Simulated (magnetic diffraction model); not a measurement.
**LuCoPb: what an assumed order does to the neutron pattern**

Space group Pnma (no. 62), a = 7.4590 Å, b = 4.6170 Å, c = 7.5390 Å.

```csv
site,atom,x,y,z
4c,Pb,0.2023,3/4,0.8967
4c,Lu,0.5181,3/4,0.1928
4c,Co,0.3561,3/4,0.5592
```

This is a made-up structure (elements placed in a structure type, unrelaxed), so the numbers test the method and describe no known phase.

Only Co is taken to order (form factors of Co2+); orders and moment sizes are assumed, and not adapted to the symmetry. Radiation: neutrons of λ = 2.36 Å, 5° to 50°; isotropic B of 0.23 Å² (Pb), 0.21 Å² (Lu) and 0.28 Å² (Co). Simulated constant-wavelength pattern: nuclear and magnetic terms add, the magnetic one as |2.695 fm × Σ f S⊥ exp(2πi Q·r) exp(−B s²)|², summed over all Q at one angle with the factor 1/(sin²θ cos θ). For collinear order S is the moment m, which repeats by lattice and centring translations R with the sign exp(−2πi k·R). Free-ion form factors, Sears's scattering lengths of 1992, no absorption; a label names one of the reflections at its angle. The strongest nuclear line in the range is 100, and lines under 0.2 are left out.

Assume the order k = (1/2 1/2 1/2), collinear moments along [110], 1.55 μB on Co; signs + at (0.3561, 3/4, 0.5592), + at (0.8561, 3/4, 0.9408), + at (0.6439, 1/4, 0.4408), + at (0.1439, 1/4, 0.0592).

Q: Where does magnetic intensity appear, and how strong is it?

```tsv
2θ (°)	index	nuclear	magnetic
19.51	(1/2 1/2 -1/2)	0.0	23.9
25.72	(1 0 1)	4.9	0.0
32.37	(1/2 1/2 3/2)	0.0	14.4
32.60	(3/2 1/2 1/2)	0.0	4.9
36.48	(0 0 2)	1.1	0.0
36.89	(2 0 0)	1.7	0.0
39.62	(1 1 1)	87.9	0.0
41.06	(1 0 2)	100.0	0.0
41.34	(2 0 1)	1.0	0.0
41.89	(3/2 1/2 3/2)	0.0	5.5
47.05	(1/2 3/2 1/2)	0.0	5.7
48.00	(2 1 0)	25.0	0.0
49.56	(1/2 1/2 5/2)	0.0	5.6
```

The strongest magnetic line in the range is (1/2 1/2 -1/2) at 19.51° (23.9). On top of the Lorentz factor, which all lines share, magnetic lines fade with angle because f falls: for Co2+ it is 0.91, 0.71, 0.49 and 0.18 at sin θ/λ = 0.1, 0.2, 0.3 and 0.5 Å⁻¹, while nuclear lengths stay constant. The order has no net moment.

[Logs are printed without paths, hosts, clocks, repeated set-up lines and the standing remarks that a program may print on its own settings, such as how far it seeks lower states.]
